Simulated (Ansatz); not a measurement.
# What RbYbF3 (Pm-3m) distorts into, part 2 of 2

Wanted: the energy along a soft mode of RbYbF3 (Pm-3m) and the structure at the end.

Ansatz 0.2.0; DFT PBEsol+U, scalar-relativistic, plane waves, PAW.

So far. Step 5 (Energy along the mode, all amplitudes (two of the runs …): The lowest step is at 0.32 Å, 8.94 meV/atom below the parent, and the energy rises beyond it. Step 7 (The new phase in its own primitive cell): The largest force component left is 0.43 meV/Å and the pressure is 0.002 GPa, within the tolerances set. The cell now holds 18.35 Å³/atom. The relaxed cell has a = 6.410, c = 15.468 Å (conventional setting).

### Step 8. Modes of the new phase, k-mesh 6×6×6

A relaxed structure may still be a saddle point, so its zone-centre modes are computed. The response to a homogeneous field gives the Born charges and the dielectric tensor.

input.yaml reads:

```yaml
crystal:
  lattice:
    - [3.2051510612, 1.850494828, 5.1560291484]
    - [-3.2051510612, 1.850494828, 5.1560291484]
    - [0.0, -3.7009896559, 5.1560291484]
  atoms:
    - { symbol: Rb, position: [0.25, 0.25, 0.25] }
    - { symbol: Rb, position: [0.75, 0.75, 0.75] }
    - { symbol: Yb, position: [0.5, 0.5, 0.5] }
    - { symbol: Yb, position: [0.0, 0.0, 0.0] }
    - { symbol: F, position: [0.25, 0.8116087186, 0.6883912814] }
    - { symbol: F, position: [0.75, 0.1883912814, 0.3116087186] }
    - { symbol: F, position: [0.1883912814, 0.3116087186, 0.75] }
    - { symbol: F, position: [0.8116087186, 0.6883912814, 0.25] }
    - { symbol: F, position: [0.6883912814, 0.25, 0.8116087186] }
    - { symbol: F, position: [0.3116087186, 0.75, 0.1883912814] }
kpoints:
  mp_grid: { grid: [6, 6, 6] }
hamiltonian:
  xc: pbesol
  hubbard: { sites: [{ species: Yb, l: f, u_eff: 6.0 }] }
scf:
  occupations: { method: fixed }
  convergence: { dr2_threshold: 1.0e-10 }
output:
  eigenvalues: true
phonons:
  method: dfpt
  dielectric: true
  rigid_motions: translations
```

Command:

```console
> ansatz run input.yaml --threads 8 --pin off --max-ram 14336MiB --backend cpu --events-out ev --progress --plain --runs-dir out
```

Run time: 3.8 min. Hardware: 8 threads of Intel Xeon Platinum 8488C (Sapphire Rapids), shared host; peak memory 6.9 GiB.

Read from the output:

| Quantity | Value |
| --- | --- |
| sum-rule residual before enforcement | 3.26e-5 eV/Å² |
| miss of the charge sum rule | 0.01049 e |
| estimated error of the dielectric tensor | 0.006423 |
| estimated error of the Born charges | 0.02844 e |
| point group | -3m |
| highest optical mode at the zone centre (no LO-TO term) | 450.4 cm⁻¹ |
| lowest optical zone-centre mode | -33.13 cm⁻¹ |
| mean high-frequency dielectric constant | 2.344 |
| largest Born charge (third of the trace) | 2.410 e |
| top of the zone-centre spectrum with the field | 450.4 cm⁻¹ |

Without the LO-TO term. Patterns of degenerate modes are one choice out of their space. The modes at Γ (shares of kinetic energy by element, %) (negative means imaginary):

```
mode  frequency (cm⁻¹)  symmetry  Rb %  Yb %  F %
   1             -33.1        Eg    15     0   85
   2             -33.1        Eg    15     0   85
   3               0.0  acoustic    27    55   18
   4               0.0  acoustic    27    55   18
   5               0.0  acoustic    27    55   18
   6              19.9       A2u    59     5   36
   7              40.4       A2g    95     0    5
   8              45.0        Eu    23     4   73
   9              45.0        Eu    23     4   73
  10              89.2        Eg    85     0   15
  11              89.2        Eg    85     0   15
  12              93.5        Eu    46    27   27
  13              93.5        Eu    46    27   27
  14             106.0       A2u    14    34   53
  15             117.7       A1u     0    74   26
  16             118.0        Eu     3    67   30
  17             118.0        Eu     3    67   30
  18             123.5       A1g     0     0  100
  19             155.3        Eu     1    41   58
  20             155.3        Eu     1    41   58
  21             156.0       A1u     0    26   74
  22             170.9       A2g     5     0   95
  23             197.3        Eg     0     0  100
  24             197.3        Eg     0     0  100
  25             330.4       A2u     0     6   94
  26             336.9        Eu     0     6   94
  27             336.9        Eu     0     6   94
  28             363.0        Eg     0     0  100
  29             363.0        Eg     0     0  100
  30             450.4       A2g     0     0  100
```

Displacements in mode 2 (-33.1 cm⁻¹), the largest set to 1:
```
Rb1  0.06 -0.32  0.00
Rb2 -0.06  0.32  0.00
Yb3  0.00  0.00  0.00
Yb4  0.00  0.00  0.00
F5   0.03 -0.52 -0.34
F6  -0.03  0.52  0.34
F7  -0.09  0.70 -1.00
F8   0.09 -0.70  1.00
F9   0.21 -0.55 -0.66
F10 -0.21  0.55  0.66
```

Displacements in mode 12 (93.5 cm⁻¹), the largest set to 1:
```
Rb1 -0.03  0.84  0.00
Rb2 -0.03  0.84  0.00
Yb3 -0.07 -0.45  0.00
Yb4  0.10 -0.44  0.00
F5   0.29 -0.09  0.47
F6   0.29 -0.09  0.47
F7   0.01  0.44 -1.00
F8   0.01  0.44 -1.00
F9  -0.31 -0.07  0.53
F10 -0.31 -0.07  0.53
```

Optical modes at the zone centre, without and with the macroscopic field of the longitudinal modes; each column is sorted by frequency, so a row need not hold one and the same mode. Modes with and without the field, by row:

```
rank among optical modes  no field (cm⁻¹)  q along (1, 0, 0) (cm⁻¹)  q along (0, 0, 1) (cm⁻¹)
                       1            -33.1                     -33.1                     -33.1
                       2            -33.1                     -33.1                     -33.1
                       3             19.9                      19.9                      40.4
                       4             40.4                      40.4                        45
                       5               45                        45                        45
                       6               45                      59.4                      72.5
                       7             89.2                      89.2                      89.2
                       8             89.2                      89.2                      89.2
                       9             93.5                      93.5                      93.5
                      10             93.5                      93.5                      93.5
                      11              106                       106                     117.7
                      12            117.7                     117.7                       118
                      13              118                       118                       118
                      14              118                     123.5                     123.5
                      15            123.5                     128.9                     155.3
                      16            155.3                     155.3                     155.3
                      17            155.3                       156                       156
                      18              156                     170.9                     166.4
                      19            170.9                     197.3                     170.9
                      20            197.3                     197.3                     197.3
                      21            197.3                     211.4                     197.3
                      22            330.4                     330.4                     336.9
                      23            336.9                     336.9                     336.9
                      24            336.9                       363                       363
                      25              363                       363                       363
                      26              363                     402.4                     395.7
                      27            450.4                     450.4                     450.4
```

Born charge (rows field, columns displacement) (e), principal values of the symmetric part by kind of site:

```
atom  atoms with these values    low  middle   high   mean
 Rb1                        2   1.19    1.27   1.27   1.25
 Yb3                        2   2.35    2.44   2.44   2.41
  F5                        6  -1.80   -0.96  -0.89  -1.22
```

In full for Rb1:

```
1.27 0.00 0.00
0.00 1.27 0.00
0.00 0.00 1.19
```

High-frequency dielectric tensor:

```
2.35 0.00 0.00
0.00 2.35 0.00
0.00 0.00 2.33
```

Transverse modes; imaginary modes are left out. Lines of the infrared spectrum (strongest = 100):

```
position (cm⁻¹)  lines merged  relative intensity
             20             1                  24
             40             1                 0.0
             45             1                  14
             89             1                 0.0
             94             1                 0.0
            106             1                  19
            118             2                  29
            124             1                 0.0
            155             1                  61
            156             1                 0.0
            171             1                 0.0
            197             1                 0.0
            330             1                  52
            337             1                 100
            363             1                 0.0
            450             1                 0.0
```

Before it was imposed, the acoustic sum rule was missed by 3.3e-5 eV/Å² and the charge sum rule by 0.010 e. Small misses are needed for a sound result but don't prove that mesh and cutoff are converged. The lowest optical mode is imaginary, 33.1i cm⁻¹, so the energy falls along it.

### Step 9. Summary of results

```
unstable mode of the parent                                                      : q = (-0.5, -0.5, -0.5), 81i cm⁻¹
depth at the lowest point sampled                                                : 8.94 meV/atom
largest atomic shift at that point                                               : 0.32 Å
space group reached                                                              : R-3c
energy gained over the parent (first relaxation, on the mesh of the frozen mode) : 10.9 meV/atom
volume per atom, phase reached                                                   : 18.3 Å³
gap on the k-mesh, phase reached                                                 : 1.31 eV
lowest optical zone-centre mode, phase reached                                   : -33.1 cm⁻¹
highest optical mode at the zone centre (no LO-TO term), phase reached           : 450 cm⁻¹
```

What this shows: Along this mode the structure falls into R-3c, 10.9 meV/atom below the parent. At the parent's cell the well is 8.938 meV/atom deep on the steps tried, with its lowest point at a shift of 0.32 Å. Relaxing atoms and cell changes the gain by +1.99 meV/atom against the lowest step (energies at zero smearing). The new phase still has an imaginary mode at the zone centre of its cell, so it is a saddle point on the way to a lower structure. Of the 3 patterns followed from this parent, this one ends 1.10 meV/atom above the lowest, Imma. Differences under 1.0 meV/atom are within the error of comparing unlike cells and meshes, so the order among close phases is not settled. Each path keeps the symmetry of its pattern, so a lower phase may lie along a pattern not tried. Spin-orbit coupling is left out, which can matter for the heavy elements here.

[Long decimals in the printed logs are rounded to 6 places.]

[Logs are printed without paths, hosts, clocks, repeated set-up lines and the standing remarks that a program may print on its own settings, such as how far it seeks lower states.]

[Hosts, paths, dates, database ids (printed as entryN), source tags and the programs' standing remarks are cut or masked in the printed files.]

[Where the starting crystal was built by hand or by swapping elements, it need not be the compound's stable phase.]
